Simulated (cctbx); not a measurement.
## Accept or mend?

Cell a = 5.7840 Å, b = 20.2850 Å, c = 5.8190 Å, α = 90.00°, β = 90.30°, γ = 90.00°; space group C2/c (no. 15). The compound is MgSi9Rh2.

The data are simulated with cctbx, not measured: Mo Kα, λ = 0.71073 Å, to d = 0.77 Å, 95 % of the full sphere, strongest reflection 70000 counts, noise from counting, a 1.5 % proportional error and a noise floor of 15 counts (s.d.); no absorption.

An anisotropic refinement with weights 1/σ² prints:

```text
Rint 0.013, 794 unique reflections to 0.77 A
cycle     R1     wR2    GooF  max shift (A)
   1  0.0260  0.0605   4.097   0.00155
   2  0.0081  0.0187   1.269   0.00000
final R1 0.0081 wR2 0.0187 GooF 1.269  parameters 56  data/parameter 14.2
atom        x        y        z      Ueq    occ   su(xyz)  su(Uiso or U11)
Rh1    0.50000  0.93010  0.75000   0.0089  1.000  0.00001  0.0001
Rh2    0.50000  0.56859  0.75000   0.0111  1.000  0.00001  0.0001
Si1    0.50000  0.75199  0.75000   0.0115  1.000  0.00003  0.0002
Si2    0.87565  0.54335  0.60655   0.0127  1.000  0.00007  0.0002
Si3    0.86712  0.95360  0.87712   0.0117  1.000  0.00007  0.0002
Si4    0.72318  0.84312  0.74709   0.0100  1.000  0.00007  0.0002
Si5    0.50123  0.65921  0.98398   0.0121  1.000  0.00007  0.0002
Mg1    0.00000  0.68613  0.75000   0.0140  1.000  0.00004  0.0003
difference map: max 0.33 min -0.34 rms 0.08
Q1    0.0000  0.2629  0.7500    4    0.34  0.22 A from Si1
Q2    0.2724  0.1718  0.3631    8    0.32  0.71 A from Si4
Q3    0.0841  0.1804  0.4482    8    0.30  0.77 A from Si5
Q4    0.1074  0.0542  0.0880    8    0.27  0.30 A from Si3
Q5    0.2049  0.4357  0.3992    8    0.26  0.63 A from Si2
Q6    0.0393  0.3274  0.2939    8    0.25  0.44 A from Mg1
```

Q: Accept it or mend it, and why?

Mend it. The fault: dispersion terms of the wrong wavelength (1.54184 Å). Against the right model at the same level, R1 goes from 0.0062 to 0.0081 and GooF from 0.91 to 1.27. f′ and f″ must be those of the data's wavelength; the error mimics a mistyped heavy atom. The signs are weak, and the output alone doesn't single this fault out.

The compound is MgSi9Rh2. The right model at the same level gives:

```text
Rint 0.013, 794 unique reflections to 0.77 A
cycle     R1     wR2    GooF  max shift (A)
   1  0.0154  0.0377   2.551   0.00166
   2  0.0062  0.0135   0.914   0.00000
final R1 0.0062 wR2 0.0135 GooF 0.914  parameters 56  data/parameter 14.2
atom        x        y        z      Ueq    occ   su(xyz)  su(Uiso or U11)
Rh1    0.50000  0.93010  0.75000   0.0074  1.000  0.00000  0.0001
Rh2    0.50000  0.56859  0.75000   0.0096  1.000  0.00001  0.0001
Si1    0.50000  0.75200  0.75000   0.0117  1.000  0.00002  0.0002
Si2    0.87564  0.54337  0.60658   0.0129  1.000  0.00005  0.0001
Si3    0.86710  0.95359  0.87715   0.0118  1.000  0.00005  0.0001
Si4    0.72320  0.84311  0.74708   0.0102  1.000  0.00005  0.0001
Si5    0.50127  0.65920  0.98396   0.0123  1.000  0.00005  0.0001
Mg1    0.00000  0.68610  0.75000   0.0147  1.000  0.00003  0.0002
difference map: max 0.25 min -0.24 rms 0.07
Q1    0.2691  0.1721  0.3789    8    0.26  0.80 A from Si4
Q2    0.2499  0.0963  0.9262    8    0.24  1.67 A from Si3
Q3    0.1096  0.1418  0.8865    8    0.23  0.92 A from Si5
Q4    0.0884  0.1804  0.4497    8    0.23  0.78 A from Si5
Q5    0.0080  0.1249  0.0439    8    0.22  0.78 A from Si5
Q6    0.2295  0.1077  0.6302    8    0.22  1.56 A from Si2
```

The model is made up (kin elements in a known structure type, no relaxation), so it says nothing on whether the phase exists.

[Middle refinement cycles are left out of these outputs.]

[Logs are printed without paths, hosts, clocks, repeated set-up lines and the standing remarks that a program may print on its own settings, such as how far it seeks lower states.]
